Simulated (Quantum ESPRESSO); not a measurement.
# SrFeO3: parallel and opposed starts

A self-consistent run ends on one state, which hangs on the start. Several orders of SrFeO3 are started in Quantum ESPRESSO and their energies compared.

Program: Quantum ESPRESSO 7.5. Level of theory: LDA with U = 4.5 eV on Fe d (ortho-atomic projectors); plane waves with GBRV 1.5 LDA potentials, no spin-orbit coupling. Results are calculated unless marked as measured.

Experimental background.

For SrFeO3, cubic perovskite (floating-zone crystal annealed at 5 kbar oxygen, 2 K), “Neutron diffraction study of spin and charge ordering in SrFeO(3-delta)” (2012, arxiv:1207.0921) gives, by single-crystal neutron diffraction: moment (ordered Fe4+ moment in helical phase I) 2.96 ± 0.012 μB.

This is a report of a sequence of runs, with most program output left out.

## (1) Set-up

It takes space group Pm-3m (No. 221, cubic). Conventional cell: a = 3.829 Å, b = 3.829 Å, c = 3.829 Å, α = 90.00°, β = 90.00°, γ = 90.00°. Sr has 12 O at 2.71 Å nearest. Fe has 6 O at 1.91 Å nearest. O has 2 Fe at 1.91 Å and 4 Sr at 2.71 Å nearest. Farther neighbours and most contacts between anions are not listed.

As a file:

```cif
data_structure
_symmetry_space_group_name_H-M 'P 1'
_symmetry_Int_Tables_number 1
_cell_length_a 3.8288
_cell_length_b 3.8288
_cell_length_c 3.8288
_cell_angle_alpha 90.000
_cell_angle_beta 90.000
_cell_angle_gamma 90.000
_cell_volume 56.13
loop_
_atom_site_label
_atom_site_type_symbol
_atom_site_fract_x
_atom_site_fract_y
_atom_site_fract_z
_atom_site_occupancy
Sr1 Sr 0.00000 0.00000 0.00000 1
Fe2 Fe 0.50000 0.50000 0.50000 1
O3 O 0.00000 0.50000 0.50000 1
O4 O 0.50000 0.00000 0.50000 1
O5 O 0.50000 0.50000 0.00000 1
```

The cell comes from Materials Project 2023-11-01, a database of computed structures, and need not be the stable phase.

## (2) Start 1: ferro +

The signs are those of the starting moments on the seeded atoms, the atoms that are given a moment.

The input, pw.in:

```
&CONTROL
  calculation = 'scf'
  prefix = 'pwscf'
  outdir = './tmp'
  pseudo_dir = './pseudo'
  disk_io = 'nowf'
/
&SYSTEM
  ibrav = 0
  celldm(1) = 8
  nat = 5
  ntyp = 3
  ecutwfc = 40
  ecutrho = 280
  nbnd = 33
  occupations = 'smearing'
  smearing = 'fd'
  degauss = 0.00367493
  nspin = 2
  starting_magnetization(1) = 0
  starting_magnetization(2) = 0.25
  starting_magnetization(3) = 0
/
&ELECTRONS
  conv_thr = 1d-08
  electron_maxstep = 150
  mixing_beta = 0.3
/
ATOMIC_SPECIES
Sr     87.6200 sr_lda_v1.uspp.F.UPF
Fe     55.8450 fe_lda_v1.5.uspp.F.UPF
O      15.9990 o_lda_v1.2.uspp.F.UPF
CELL_PARAMETERS alat
   0.9044261814408    0.0000000000000    0.0000000000000
   0.0000000000000    0.9044261814408    0.0000000000000
   0.0000000000000    0.0000000000000    0.9044261814408
ATOMIC_POSITIONS crystal
Sr      0.0000000000    0.0000000000    0.0000000000
Fe      0.5000000000    0.5000000000    0.5000000000
O       0.0000000000    0.5000000000    0.5000000000
O       0.5000000000    0.0000000000    0.5000000000
O       0.5000000000    0.5000000000    0.0000000000
K_POINTS automatic
6 6 6 0 0 0
HUBBARD {ortho-atomic}
U Fe-3d 4.5000
```

The run is started by

```console
$ OMP_NUM_THREADS=1 mpirun -n 4 pw.x -nk 4 -in pw.in > pw.out
```

The job ended after 9.5 s (4 MPI ranks of Intel Xeon Platinum 8488C (Sapphire Rapids), shared host; peak memory 0.43 GiB).

Spin moment in the atom's sphere by atom:

```tsv
atom	spin moment in the atom's sphere (μB)
Sr1	0.01
Fe2	3.43
O3	0.09
O4	0.09
O5	0.09
```

This step gave:

```
smearing term TS       : 0.004185 eV
magnetization          : 4.081 μB
absolute magnetization : 4.238 μB
final state            : ferromagnetic
```

## (3) Run 2 (antiferro q=(0,1/2,1/2) +−)

This order needs a doubled cell of 10 atoms. The wavevector q is in fractions of the reciprocal vectors of the crystal's primitive cell, as the cells of these inputs are built from it; moments change sign between cells as cos(2π q·R).

The input, pw.in:

```
&CONTROL
  calculation = 'scf'
  prefix = 'pwscf'
  outdir = './tmp'
  pseudo_dir = './pseudo'
  disk_io = 'nowf'
/
&SYSTEM
  ibrav = 0
  celldm(1) = 8
  nat = 10
  ntyp = 4
  ecutwfc = 40
  ecutrho = 280
  nbnd = 58
  occupations = 'smearing'
  smearing = 'fd'
  degauss = 0.00367493
  nspin = 2
  starting_magnetization(1) = 0
  starting_magnetization(2) = 0.25
  starting_magnetization(3) = -0.25
  starting_magnetization(4) = 0
/
&ELECTRONS
  conv_thr = 2d-08
  electron_maxstep = 150
  mixing_beta = 0.3
/
ATOMIC_SPECIES
Sr     87.6200 sr_lda_v1.uspp.F.UPF
Fe1    55.8450 fe_lda_v1.5.uspp.F.UPF
Fe2    55.8450 fe_lda_v1.5.uspp.F.UPF
O      15.9990 o_lda_v1.2.uspp.F.UPF
CELL_PARAMETERS alat
   0.9044261814408    0.0000000000000    0.0000000000000
   0.0000000000000    1.8088523628816    0.0000000000000
   0.0000000000000    0.9044261814408    0.9044261814408
ATOMIC_POSITIONS crystal
Sr      0.0000000000    0.0000000000    0.0000000000
Sr      0.0000000000    0.5000000000    0.0000000000
Fe1     0.5000000000    0.0000000000    0.5000000000
Fe2     0.5000000000    0.5000000000    0.5000000000
O       0.0000000000    0.0000000000    0.5000000000
O       0.0000000000    0.5000000000    0.5000000000
O       0.5000000000    0.7500000000    0.5000000000
O       0.5000000000    0.2500000000    0.5000000000
O       0.5000000000    0.2500000000    0.0000000000
O       0.5000000000    0.7500000000    0.0000000000
K_POINTS automatic
6 3 6 0 0 0
HUBBARD {ortho-atomic}
U Fe1-3d 4.5000
U Fe2-3d 4.5000
```

Elapsed: 54 s, on 4 MPI ranks; peak memory 0.85 GiB.

Spin moment in the atom's sphere by atom:

```tsv
atom	spin moment in the atom's sphere (μB)
Sr1	0.00
Sr2	0.00
Fe3	3.36
Fe4	-3.36
O5	0.07
O6	-0.07
O7	0.00
O8	0.00
O9	0.00
O10	0.00
```

Numbers from this step:

```
smearing term TS       : 0.02356 eV
magnetization          : 0 μB
absolute magnetization : 7.767 μB
final state            : antiferromagnetic
```

## (4) Run 3 (antiferro q=(0,0,1/2) +−)

The cell is doubled to 10 atoms to hold this order.

The input, pw.in:

```
&CONTROL
  calculation = 'scf'
  prefix = 'pwscf'
  outdir = './tmp'
  pseudo_dir = './pseudo'
  disk_io = 'nowf'
/
&SYSTEM
  ibrav = 0
  celldm(1) = 8
  nat = 10
  ntyp = 4
  ecutwfc = 40
  ecutrho = 280
  nbnd = 58
  occupations = 'smearing'
  smearing = 'fd'
  degauss = 0.00367493
  nspin = 2
  starting_magnetization(1) = 0
  starting_magnetization(2) = 0.25
  starting_magnetization(3) = -0.25
  starting_magnetization(4) = 0
/
&ELECTRONS
  conv_thr = 2d-08
  electron_maxstep = 150
  mixing_beta = 0.3
/
ATOMIC_SPECIES
Sr     87.6200 sr_lda_v1.uspp.F.UPF
Fe1    55.8450 fe_lda_v1.5.uspp.F.UPF
Fe2    55.8450 fe_lda_v1.5.uspp.F.UPF
O      15.9990 o_lda_v1.2.uspp.F.UPF
CELL_PARAMETERS alat
   0.9044261814408    0.0000000000000    0.0000000000000
   0.0000000000000    0.9044261814408    0.0000000000000
   0.0000000000000    0.0000000000000    1.8088523628816
ATOMIC_POSITIONS crystal
Sr      0.0000000000    0.0000000000    0.0000000000
Sr      0.0000000000    0.0000000000    0.5000000000
Fe1     0.5000000000    0.5000000000    0.2500000000
Fe2     0.5000000000    0.5000000000    0.7500000000
O       0.0000000000    0.5000000000    0.2500000000
O       0.0000000000    0.5000000000    0.7500000000
O       0.5000000000    0.0000000000    0.2500000000
O       0.5000000000    0.0000000000    0.7500000000
O       0.5000000000    0.5000000000    0.0000000000
O       0.5000000000    0.5000000000    0.5000000000
K_POINTS automatic
6 6 3 0 0 0
HUBBARD {ortho-atomic}
U Fe1-3d 4.5000
U Fe2-3d 4.5000
```

Elapsed: 40 s, on 4 MPI ranks; peak memory 0.7 GiB; 2.6 min of CPU time.

Spin moment in the atom's sphere by atom:

```tsv
atom	spin moment in the atom's sphere (μB)
Sr1	0.00
Sr2	0.00
Fe3	3.38
Fe4	-3.38
O5	0.07
O6	-0.07
O7	0.07
O8	-0.07
O9	0.00
O10	0.00
```

Numbers from this step:

| Quantity | Value |
| --- | --- |
| smearing term TS | 0.01743 eV |
| magnetization | 0 μB |
| absolute magnetization | 8.075 μB |
| final state | antiferromagnetic |

## (5) The states side by side

An order is kept where moments of 0.15 μB or more survive with the typed signs; meshes match where a doubled cell samples the same k points as the first cell.

Orders:

```tsv
start	final state	typed order kept	energy over the lowest (meV a seeded atom)	largest site moment (μB)	net moment (μB a cell of the first run)	mesh matched	CPU time (s)
ferro +	ferromagnetic	yes	0	3.434	4.081	yes	36.87
antiferro q=(0,1/2,1/2) +-	antiferromagnetic	yes	187.2	3.356	0	yes	216.9
antiferro q=(0,0,1/2) +-	antiferromagnetic	yes	86.55	3.383	0	yes	158.2
```

## (6) Energy mapping

E = −Σ J e·e over ordered pairs of unit vectors, so each pair counts twice. As many shells are taken as there are differences of energy, so the couplings are solved for and no residual tests the model; further shells are folded in, and shells whose pairs keep their relative signs in all orders cancel and are not probed. Couplings from the energies:

```tsv
pair	distance (Å)	neighbours an atom	J (meV)
Fe-Fe	3.829	6	25.16
Fe-Fe	5.415	12	-0.88
```

## (7) The lowest state again, with its states saved

The input, pw.in:

```
&CONTROL
  calculation = 'scf'
  prefix = 'pwscf'
  outdir = './tmp'
  pseudo_dir = './pseudo'
  disk_io = 'low'
/
&SYSTEM
  ibrav = 0
  celldm(1) = 8
  nat = 5
  ntyp = 3
  ecutwfc = 40
  ecutrho = 280
  nbnd = 37
  occupations = 'smearing'
  smearing = 'fd'
  degauss = 0.00367493
  nspin = 2
  starting_magnetization(1) = 0
  starting_magnetization(2) = 0.25
  starting_magnetization(3) = 0
/
&ELECTRONS
  conv_thr = 1d-08
  electron_maxstep = 150
  mixing_beta = 0.3
/
ATOMIC_SPECIES
Sr     87.6200 sr_lda_v1.uspp.F.UPF
Fe     55.8450 fe_lda_v1.5.uspp.F.UPF
O      15.9990 o_lda_v1.2.uspp.F.UPF
CELL_PARAMETERS alat
   0.9044261814408    0.0000000000000    0.0000000000000
   0.0000000000000    0.9044261814408    0.0000000000000
   0.0000000000000    0.0000000000000    0.9044261814408
ATOMIC_POSITIONS crystal
Sr      0.0000000000    0.0000000000    0.0000000000
Fe      0.5000000000    0.5000000000    0.5000000000
O       0.0000000000    0.5000000000    0.5000000000
O       0.5000000000    0.0000000000    0.5000000000
O       0.5000000000    0.5000000000    0.0000000000
K_POINTS automatic
6 6 6 0 0 0
HUBBARD {ortho-atomic}
U Fe-3d 4.5000
```

Elapsed: 10 s, on 4 MPI ranks; peak memory 0.43 GiB.

This step gave:

```yaml
smearing_term_ts: 0.004185 eV
magnetization: 4.081 μB
absolute_magnetization: 4.238 μB
final_state: ferromagnetic
largest_moment: 3.435 μB
```

## (8) Projections on atomic orbitals

projwfc.x projects the saved states on orthogonalised atomic orbitals of the pseudopotential files.

Wall time 1.9 s (4 MPI ranks); peak memory 0.07 GiB; 6.6 s of CPU time.

```tsv
atom	moment in the sphere (μB)	Löwdin moment (μB)	Löwdin charge (e)
Sr1	0.008	0.012	9.723
Fe2	3.434	3.768	15.214
O3	0.087	0.101	6.330
O4	0.087	0.101	6.330
O5	0.087	0.101	6.330
```

## (9) Occupations of the corrected shells in the lowest state

Occupations of the Hubbard shells:

```tsv
block	type	shell	spin	electrons	occupation numbers
2	Fe	3d	up	4.735	0.873 0.873 0.996 0.996 0.996
2	Fe	3d	down	1.016	0.157 0.157 0.157 0.272 0.272
```

## (10) Results

* lowest state found: ferromagnetic (from ferro +)
* largest site moment: 3.43 μB
* next state with moments: antiferromagnetic, 86.6 meV a seeded atom higher
* J of the weightiest shell (Fe-Fe, 3.83 Å; E = −Σ J e·e, ordered pairs): 25.2 meV

What this shows: The largest moment changes by 2.3 % between the kept orders, as for well localised moments. The largest moment reads 3.43 μB in the sphere and 3.77 μB by Löwdin projection; a site moment hangs on how space is shared out. Only these 3 starts were compared; other wavevectors, canted and longer-period orders were not. A computed site moment is spin alone and hangs on the region that is counted: the program's spheres do not touch and miss the tail of the moment. Measured moments hold any orbital part as well, and belong to the order of the sample, which need not be the order of this run.

Calculation against experiment:

| quantity | measured | in the sphere | projected shell |
| --- | --- | --- | --- |
| moment (Fe) (μB) | 2.96 | 3.43 (+16.0 %) | 3.72 (+25.7 %) |

Measured values from arxiv:1207.0921 (2012).

Verdict: For the moment, of the levels listed nearest comes in the sphere (+16.0 %) and farthest projected shell (+25.7 %). No cell relaxation is part of this session.

[Logs and program files are shortened in this print: banners, set-up blocks, solver, clock and traceback lines can be left out without a mark of their own.]

[Logs are printed without paths, hosts, clocks, repeated set-up lines and the standing remarks that a program may print on its own settings, such as how far it seeks lower states.]

[Hosts, paths, dates, database ids (printed as entryN), source tags and the programs' standing remarks are cut or masked in the printed files.]

[Where a cell is said to come from a database of computed structures, the database is the Materials Project.]
